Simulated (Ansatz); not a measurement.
# Work function of Ag(100): what the settings cost and change, part 2 of 2

How thick a slab and how much vacuum does the work function of Ag(100) need?

Ansatz 0.2.0; plane-wave DFT, PBE, Ansatz PAW.

So far, work function, upper face (eV): step 2 (slab, setting 1 layer) 4.73; step 4 (slab, 3 atoms) 4.34; step 5 (slab, 4 atoms) 4.23; step 6 (run, 5 atoms) 4.23; step 7 (run, 6 atoms) 4.27.

## Step 8: Slab, 8 atoms

System of this step: Ag(100). The cell holds 8 atoms: 8 Ag. Its edges and angles: a = 2.892 Å, b = 2.892 Å, c = 32.315 Å, α = 90.0°, β = 90.0°, γ = 90.0°. Vacuum lies along c.

input.yaml reads:

```yaml
crystal:
  lattice:
    - [2.8920667351, 0.0, 0.0]
    - [0.0, 2.8920667351, 0.0]
    - [0.0, 0.0, 32.315]
  atoms:
    - { symbol: Ag, position: [0.5, 0.5, 0.2785084326] }
    - { symbol: Ag, position: [0.0, 0.0, 0.3417917376] }
    - { symbol: Ag, position: [0.5, 0.5, 0.4050750425] }
    - { symbol: Ag, position: [0.0, 0.0, 0.4683583475] }
    - { symbol: Ag, position: [0.5, 0.5, 0.5316416525] }
    - { symbol: Ag, position: [0.0, 0.0, 0.5949249575] }
    - { symbol: Ag, position: [0.5, 0.5, 0.6582082624] }
    - { symbol: Ag, position: [0.0, 0.0, 0.7214915674] }
kpoints:
  mp_grid: { grid: [14, 14, 1] }
hamiltonian:
  xc: pbe
scf:
  occupations: { method: fermi_dirac, width: 0.1 }
  convergence: { dr2_threshold: 1.0e-09 }
efield:
  axis: 3
  dipole_correction: true
  ramp_position: 0.97
  ramp_width: 0.06
output:
  write_potential: true
  write_density: true
  volumetric_format: npy
```

Command:

```console
ansatz run input.yaml --threads 2 --pin off --max-ram 3072MiB --backend cpu --events-out ev --progress --plain --runs-dir out
```

Numbers of over 12 decimals in the logs are rounded to 6 here.

The program printed:

```text
[...]
Crystal: 8 atoms, lattice volume = 270.284 Å³
Basis set: ecut = 420 eV, 5231 PW (Γ)
Bands: 92, of which v1, the nominal top of the filled ones, is band 76 counted from 1 (75 counted from 0)
Symmetry: 8 space group operations
k-points: 36 of 196
[...]
k-point 0: bands = [... 72 lower, 3.7049, 3.7077, 3.7077, 3.8690, 3.8690, 4.6769, 6.1196, 7.4168, ... 12 higher]
  k-point 1: bands = [... 72 lower, 3.6523, 3.6627, 3.7620, 3.8202, 3.8656, 4.9194, 6.3240, 7.6123, ... 12 higher]
  k-point 2: bands = [... 72 lower, 3.5830, 3.6939, 3.7995, 3.8331, 4.2267, 5.4263, 6.8287, 8.1338, ... 12 higher]
  k-point 35: bands = [... 72 lower, 8.5615, 8.5615, 9.3588, 9.3588, 10.4615, 10.4615, 11.7373, 11.7373, ... 12 higher]
[key lines of the parts left out:]
SCF converged after 9 iterations
Free energy (F): -60723.544520 eV
Fermi energy:    6.658244 eV
Dipole field:    D = -0.000000 V/Å  (p = -0.000001 e·Å, saw-weighted, corrected)
Work function:   Φ+ = 4.2865 eV   Φ− = 4.2865 eV
```

Wall time 2.1 min (2 threads of Arm Neoverse N1, shared host); peak memory 1.1 GiB; 3.6 min of CPU time.

The work function is 4.287 eV, +0.018 eV from the run “6 layers”, at 1.7 times its CPU time.

## Step 9: Slab, 10 atoms

System of this step: Ag(100). The cell holds 10 atoms: 10 Ag. Its edges and angles: a = 2.892 Å, b = 2.892 Å, c = 36.405 Å, α = 90.0°, β = 90.0°, γ = 90.0°. Vacuum lies along c.

input.yaml, the sections that differ from step 8:

```yaml
crystal:
  lattice:
    - [2.8920667351, 0.0, 0.0]
    - [0.0, 2.8920667351, 0.0]
    - [0.0, 0.0, 36.405]
  atoms:
    - { symbol: Ag, position: [0.5, 0.5, 0.2472187886] }
    - { symbol: Ag, position: [0.0, 0.0, 0.3033923912] }
    - { symbol: Ag, position: [0.5, 0.5, 0.3595659937] }
    - { symbol: Ag, position: [0.0, 0.0, 0.4157395962] }
    - { symbol: Ag, position: [0.5, 0.5, 0.4719131987] }
    - { symbol: Ag, position: [0.0, 0.0, 0.5280868013] }
    - { symbol: Ag, position: [0.5, 0.5, 0.5842604038] }
    - { symbol: Ag, position: [0.0, 0.0, 0.6404340063] }
    - { symbol: Ag, position: [0.5, 0.5, 0.6966076088] }
    - { symbol: Ag, position: [0.0, 0.0, 0.7527812114] }
# kpoints, hamiltonian, scf, efield, output: as in step 8
```

The program printed:

```text
[...]
Crystal: 10 atoms, lattice volume = 304.493 Å³
Basis set: ecut = 420 eV, 5925 PW (Γ)
Bands: 114, of which v1, the nominal top of the filled ones, is band 95 counted from 1 (94 counted from 0)
Symmetry: 8 space group operations
k-points: 36 of 196
[...]
k-point 1: bands = [... 91 lower, 4.8901, 4.9065, 4.9298, 5.0020, 5.0744, 5.7442, 6.8543, 8.0255, ... 15 higher]
  k-point 2: bands = [... 91 lower, 4.8543, 4.9564, 5.0175, 5.0320, 5.3269, 6.2630, 7.3829, 8.5539, ... 15 higher]
  k-point 35: bands = [... 91 lower, 9.6687, 10.2386, 10.2386, 11.0542, 11.0542, 12.0266, 12.0266, 13.0923, ... 15 higher]
[key lines of the parts left out:]
SCF converged after 9 iterations
Free energy (F): -75904.640955 eV
Fermi energy:    7.863692 eV
Dipole field:    D = 0.000000 V/Å  (p = 0.000000 e·Å, saw-weighted, corrected)
Work function:   Φ+ = 4.2687 eV   Φ− = 4.2688 eV
```

Run time: 3.4 min. Hardware: 2 threads; peak memory 1.5 GiB.

The work function is 4.269 eV, -0.018 eV from the run “8 layers”, at 1.6 times its CPU time.

## Step 10: Slab, 13 atoms

System of this step: Ag(100). The cell holds 13 atoms: 13 Ag. Its edges and angles: a = 2.892 Å, b = 2.892 Å, c = 42.540 Å, α = 90.0°, β = 90.0°, γ = 90.0°. Vacuum lies along c.

input.yaml, the sections that differ from step 9:

```yaml
crystal:
  lattice:
    - [2.8920667351, 0.0, 0.0]
    - [0.0, 2.8920667351, 0.0]
    - [0.0, 0.0, 42.54]
  atoms:
    - { symbol: Ag, position: [0.0, 0.0, 0.2115655853] }
    - { symbol: Ag, position: [0.5, 0.5, 0.2596379878] }
    - { symbol: Ag, position: [0.0, 0.0, 0.3077103902] }
    - { symbol: Ag, position: [0.5, 0.5, 0.3557827927] }
    - { symbol: Ag, position: [0.0, 0.0, 0.4038551951] }
    - { symbol: Ag, position: [0.5, 0.5, 0.4519275976] }
    - { symbol: Ag, position: [0.0, 0.0, 0.5] }
    - { symbol: Ag, position: [0.5, 0.5, 0.5480724024] }
    - { symbol: Ag, position: [0.0, 0.0, 0.5961448049] }
    - { symbol: Ag, position: [0.5, 0.5, 0.6442172073] }
    - { symbol: Ag, position: [0.0, 0.0, 0.6922896098] }
    - { symbol: Ag, position: [0.5, 0.5, 0.7403620122] }
    - { symbol: Ag, position: [0.0, 0.0, 0.7884344147] }
# kpoints, hamiltonian, scf, efield, output: as in step 9
```

The program printed:

```text
[...]
Crystal: 13 atoms, lattice volume = 355.807 Å³
Basis set: ecut = 420 eV, 6907 PW (Γ)
Bands: 149, of which v1, the nominal top of the filled ones, is band 124 counted from 1 (123 counted from 0)
Symmetry: 8 space group operations
k-points: 36 of 196
[...]
k-point 1: bands = [... 120 lower, 6.2651, 6.3132, 6.3896, 6.4365, 6.4386, 7.1514, 8.0235, 8.9585, ... 21 higher]
  k-point 2: bands = [... 120 lower, 6.3092, 6.3538, 6.3816, 6.3850, 6.9180, 7.6897, 8.5727, 9.5091, ... 21 higher]
  k-point 35: bands = [... 120 lower, 11.3238, 11.8820, 11.8820, 12.5661, 12.5661, 13.3390, 13.3390, 14.1688, ... 21 higher]
[key lines of the parts left out:]
SCF converged after 9 iterations
Free energy (F): -98676.289009 eV
Fermi energy:    9.230637 eV
Dipole field:    D = 0.000000 V/Å  (p = 0.000000 e·Å, saw-weighted, corrected)
Work function:   Φ+ = 4.2710 eV   Φ− = 4.2711 eV
```

The job ended after 5.9 min (2 threads; peak memory 2.1 GiB; 10 min of CPU time).

The work function is 4.271 eV, +0.002 eV from the run “10 layers”, at 1.8 times its CPU time.

## Step 11: Run, 7 atoms

System of this step: Ag(100). The cell holds 7 atoms: 7 Ag. Its edges and angles: a = 2.892 Å, b = 2.892 Å, c = 22.270 Å, α = 90.0°, β = 90.0°, γ = 90.0°. Vacuum lies along c.

input.yaml, the sections that differ from step 10:

```yaml
crystal:
  lattice:
    - [2.8920667351, 0.0, 0.0]
    - [0.0, 2.8920667351, 0.0]
    - [0.0, 0.0, 22.27]
  atoms:
    - { symbol: Ag, position: [0.0, 0.0, 0.2245172878] }
    - { symbol: Ag, position: [0.5, 0.5, 0.3163448586] }
    - { symbol: Ag, position: [0.0, 0.0, 0.4081724293] }
    - { symbol: Ag, position: [0.5, 0.5, 0.5] }
    - { symbol: Ag, position: [0.0, 0.0, 0.5918275707] }
    - { symbol: Ag, position: [0.5, 0.5, 0.6836551414] }
    - { symbol: Ag, position: [0.0, 0.0, 0.7754827122] }
# kpoints, hamiltonian, scf, efield, output: as in step 10
```

The program printed:

```text
[...]
Crystal: 7 atoms, lattice volume = 186.267 Å³
Basis set: ecut = 420 eV, 3615 PW (Γ)
Bands: 80, of which v1, the nominal top of the filled ones, is band 67 counted from 1 (66 counted from 0)
Symmetry: 8 space group operations
k-points: 36 of 196
[...]
k-point 1: bands = [... 63 lower, 6.6133, 6.6579, 6.6816, 6.8102, 7.4102, 8.9337, 10.4097, 11.2938, ... 9 higher]
  k-point 2: bands = [... 63 lower, 6.5954, 6.7319, 6.7393, 6.7846, 7.8956, 9.4251, 10.9083, 11.9198, ... 9 higher]
  k-point 35: bands = [... 63 lower, 11.5843, 11.5843, 12.5486, 12.5486, 13.8560, 13.8560, 15.3371, 15.3371, ... 9 higher]
[key lines of the parts left out:]
SCF converged after 8 iterations
Free energy (F): -53132.993560 eV
Fermi energy:    9.613482 eV
Dipole field:    D = 0.000000 V/Å  (p = 0.000000 e·Å, saw-weighted, corrected)
Work function:   Φ+ = 4.2881 eV (in doubt: plateau slope 2.9e-2 eV/Å)   Φ− = 4.2895 eV (in doubt: plateau slope 2.0e-2 eV/Å)
```

Run time: 77 s. Hardware: 2 threads; peak memory 0.76 GiB.

The work function is 4.288 eV. The program marks this work function as in doubt.

## Step 12: Slab, 7 atoms

The cell differs from the one that the last finished run ended in (c 22.270 → 26.270 Å).

input.yaml, the sections that differ from step 11:

```yaml
crystal:
  lattice:
    - [2.8920667351, 0.0, 0.0]
    - [0.0, 2.8920667351, 0.0]
    - [0.0, 0.0, 26.27]
  atoms:
    - { symbol: Ag, position: [0.0, 0.0, 0.2664636467] }
    - { symbol: Ag, position: [0.5, 0.5, 0.3443090978] }
    - { symbol: Ag, position: [0.0, 0.0, 0.4221545489] }
    - { symbol: Ag, position: [0.5, 0.5, 0.5] }
    - { symbol: Ag, position: [0.0, 0.0, 0.5778454511] }
    - { symbol: Ag, position: [0.5, 0.5, 0.6556909022] }
    - { symbol: Ag, position: [0.0, 0.0, 0.7335363533] }
# kpoints, hamiltonian, scf, efield, output: as in step 11
```

The program printed:

```text
[...]
Crystal: 7 atoms, lattice volume = 219.724 Å³
Basis set: ecut = 420 eV, 4251 PW (Γ)
Bands: 80, of which v1, the nominal top of the filled ones, is band 67 counted from 1 (66 counted from 0)
Symmetry: 8 space group operations
k-points: 36 of 196
[...]
k-point 0: bands = [... 63 lower, 4.5171, 4.5390, 4.6912, 4.6912, 5.0312, 6.6111, 8.1135, 8.9283, ... 9 higher]
  k-point 1: bands = [... 63 lower, 4.4949, 4.5395, 4.5632, 4.6917, 5.2922, 6.8139, 8.3004, 9.1625, ... 9 higher]
  k-point 2: bands = [... 63 lower, 4.4770, 4.6134, 4.6208, 4.6661, 5.7776, 7.3049, 8.8003, 9.7840, ... 9 higher]
  k-point 35: bands = [... 63 lower, 9.4658, 9.4658, 10.4301, 10.4301, 11.7375, 11.7375, 13.2186, 13.2186, ... 9 higher]
[key lines of the parts left out:]
SCF converged after 9 iterations
Free energy (F): -53132.993663 eV
Fermi energy:    7.494888 eV
Dipole field:    D = -0.000000 V/Å  (p = -0.000000 e·Å, saw-weighted, corrected)
Work function:   Φ+ = 4.2957 eV   Φ− = 4.2958 eV
```

The job ended after 87 s (2 threads; peak memory 0.87 GiB).

The work function is 4.296 eV, +0.008 eV from the run “7 layers, 10 Å of vacuum”, at 1.1 times its CPU time.

## Step 13: Run, 7 atoms (run 2)

The cell differs from the one that the last finished run ended in (c 26.270 → 38.270 Å).

input.yaml, the sections that differ from step 12:

```yaml
crystal:
  lattice:
    - [2.8920667351, 0.0, 0.0]
    - [0.0, 2.8920667351, 0.0]
    - [0.0, 0.0, 38.27]
  atoms:
    - { symbol: Ag, position: [0.0, 0.0, 0.3396916645] }
    - { symbol: Ag, position: [0.5, 0.5, 0.3931277763] }
    - { symbol: Ag, position: [0.0, 0.0, 0.4465638882] }
    - { symbol: Ag, position: [0.5, 0.5, 0.5] }
    - { symbol: Ag, position: [0.0, 0.0, 0.5534361118] }
    - { symbol: Ag, position: [0.5, 0.5, 0.6068722237] }
    - { symbol: Ag, position: [0.0, 0.0, 0.6603083355] }
# kpoints, hamiltonian, scf, efield, output: as in step 12
```

The program printed:

```text
[...]
Crystal: 7 atoms, lattice volume = 320.092 Å³
Basis set: ecut = 420 eV, 6219 PW (Γ)
Bands: 80, of which v1, the nominal top of the filled ones, is band 67 counted from 1 (66 counted from 0)
Symmetry: 8 space group operations
k-points: 36 of 196
[...]
k-point 0: bands = [... 63 lower, 0.8200, 0.8419, 0.9941, 0.9941, 1.3341, 2.9140, 4.4166, 5.2308, ... 9 higher]
  k-point 1: bands = [... 63 lower, 0.7978, 0.8424, 0.8661, 0.9946, 1.5951, 3.1168, 4.6036, 5.4650, ... 9 higher]
  k-point 2: bands = [... 63 lower, 0.7799, 0.9163, 0.9237, 0.9690, 2.0805, 3.6078, 5.1035, 6.0862, ... 9 higher]
  k-point 35: bands = [... 63 lower, 5.7687, 5.7687, 6.7330, 6.7330, 8.0405, 8.0405, 9.5215, 9.5215, ... 9 higher]
[key lines of the parts left out:]
SCF converged after 9 iterations
Free energy (F): -53132.993667 eV
Fermi energy:    3.797793 eV
Dipole field:    D = -0.000000 V/Å  (p = -0.000000 e·Å, saw-weighted, corrected)
Work function:   Φ+ = 4.2958 eV   Φ− = 4.2958 eV
```

Run time: 2.1 min. Hardware: 2 threads; peak memory 1.1 GiB.

The work function is 4.296 eV, +0.000 eV from the run “7 layers, 14 Å of vacuum”, at 1.5 times its CPU time.

## Step 14: Comparing the runs

Times are for 2 threads of Arm Neoverse N1, shared host. Results by setting:

| no. | setting | work function, upper face (eV) | time | memory (GiB) |
| --- | --- | --- | --- | --- |
| 1 | 1 layer | 4.734 | 10 s | 0.41 |
| 2 | 2 layers | 4.475 | 17 s | 0.42 |
| 3 | 3 layers | 4.345 | 29 s | 0.49 |
| 4 | 4 layers | 4.228 | 43 s | 0.58 |
| 5 | 5 layers | 4.227 | 54 s | 0.69 |
| 6 | 6 layers | 4.268 | 73 s | 0.83 |
| 7 | 8 layers | 4.287 | 2.1 min | 1.1 |
| 8 | 10 layers | 4.269 | 3.4 min | 1.5 |
| 9 | 13 layers | 4.271 | 5.9 min | 2.1 |
| 10 | 7 layers, 10 Å of vacuum | 4.288 | 77 s | 0.76 |
| 11 | 7 layers, 14 Å of vacuum | 4.296 | 87 s | 0.87 |
| 12 | 7 layers, 26 Å of vacuum | 4.296 | 2.1 min | 1.1 |

## Step 15: The same run with other settings

System of this step: Ag(100) monolayer. The cell holds 1 atom: 1 Ag. Its edges and angles: a = 2.892 Å, b = 2.892 Å, c = 18.000 Å, α = 90.0°, β = 90.0°, γ = 90.0°. Vacuum lies along c.

An input spoilt on purpose, to show how the run answers: it repeats the earlier run “1 layer” with efield.ramp_width from 0.06 to 0.9, and scf.max_iter set to 100; its output block differs too.

input.yaml, the sections that differ from step 13:

```yaml
crystal:
  lattice:
    - [2.8920667351, 0.0, 0.0]
    - [0.0, 2.8920667351, 0.0]
    - [0.0, 0.0, 18.0]
  atoms:
    - { symbol: Ag, position: [0.5, 0.5, 0.5] }
scf:
  occupations: { method: fermi_dirac, width: 0.1 }
  convergence: { dr2_threshold: 1.0e-09 }
  max_iter: 100
efield:
  axis: 3
  dipole_correction: true
  ramp_position: 0.97
  ramp_width: 0.9
# kpoints, hamiltonian, output: as in step 13
```

The program printed:

```text
Engine: ansatz 0.2.0, aarch64-unknown-linux-gnu
Pseudopotentials: kind: paw
Pseudopotential: Ag, paw, valence charge 19, recommended cutoff 420 eV (normal), Ag.paw.azcp
Functional definition: PBE
  parameter kappa = 0.804
  parameter beta = 0.066725
  exchange = pbe_x(kappa = kappa, mu = beta*pi^2/3)
  correlation = pbe_c(beta = beta)
Crystal: 1 atoms, lattice volume = 150.553 Å³
Basis set: ecut = 420 eV, 2921 PW (Γ)
Bands: 14, of which v1, the nominal top of the filled ones, is band 10 counted from 1 (9 counted from 0)
Symmetry: 8 space group operations
k-points: 36 of 196
Non-local potential: Ag, projectors of the file, l = 0: 3, l = 1: 2, l = 2: 2, l = 3: 1
PAW form: soft (Blöchl's): semilocal exchange-correlation on the pseudo side does not see the compensation charge
PAW one-centre angular grid: Ag, 590 points (default); XC on 64 Gauss nodes
Initial density: superposition of atomic densities (neutral atoms: chi_scale 0, normalization atom), corrected by the library's trained network
Initial wavefunctions: pseudopotential atomic-orbital guess
Functional: x = pbe(κ = 0.804, μ = 0.219515), c = pbe(β = 0.066725)
Error: efield: ion 0 (Ag) at fractional coordinate 0.5000 along the field axis lies inside the sawtooth ramp with 2 of the planes that the density is read on at each end, [0.9540, 0.8860] — the ramp must sit in vacuum (an ion there feels the fictitious reversed slope); set or move the ramp (efield.ramp_position / ramp_width) or move the geometry
```

The job ended after 0.56 s (2 threads; peak memory 0.22 GiB).

The input was rejected at the start.

The program's message: “Error: efield: ion 0 (Ag) at fractional coordinate 0.5000 along the field axis lies inside the sawtooth ramp with 2 of the planes that the density is read on at each end, [0.9540, 0.8860] — the ramp m …”

The fault put into the input: a ramp so wide that it reaches the atoms.

## Step 16: Results

```
work function, 1 layer   : 4.734 eV
work function, 5 layers  : 4.227 eV
work function, 6 layers  : 4.268 eV
work function, 13 layers : 4.271 eV
```

**Reading.** The thickest slab gives 4.27 eV, and the settings tried spread the value from 4.23 to 4.73 eV. At 18 Å of vacuum, the slabs from 4 layers on stay within 0.05 eV of the thickest. Going from 10 to 26 Å of vacuum moves it by 0.008 eV. The program marks the value as in doubt in “7 layers, 10 Å of vacuum”. The ladder's slabs use the tabulated experimental lattice constant (two decimals; a low-temperature value for the alkali metals). In 1 run of the series (7 layers, 10 Å of vacuum) the program warns that electrons reach the sawtooth's ramp, which makes dipole and work function less sure.

Calculation against experiment:

```
                                               quantity  measured        13 layers
work function (clean (100) face, a compiled value) (eV)      4.36  4.27 (-0.09 eV)
```

Measured values from arxiv:1902.07811 (2019).

**Verdict.** The work function is off by -0.09 eV: good agreement. The grades are ours: good and fair within 3 and 7 % for the work function. No cell relaxation is part of this session.

[Logs are printed without paths, hosts, clocks, repeated set-up lines and the standing remarks that a program may print on its own settings, such as how far it seeks lower states.]

[Hosts, paths, dates, database ids (printed as entryN), source tags and the programs' standing remarks are cut or masked in the printed files.]

[Maps of the electrostatic potential energy from Ansatz leave out the sawtooth potential of an applied field or a dipole correction, so their vacuum need not be flat; planar profiles and work functions include it.]
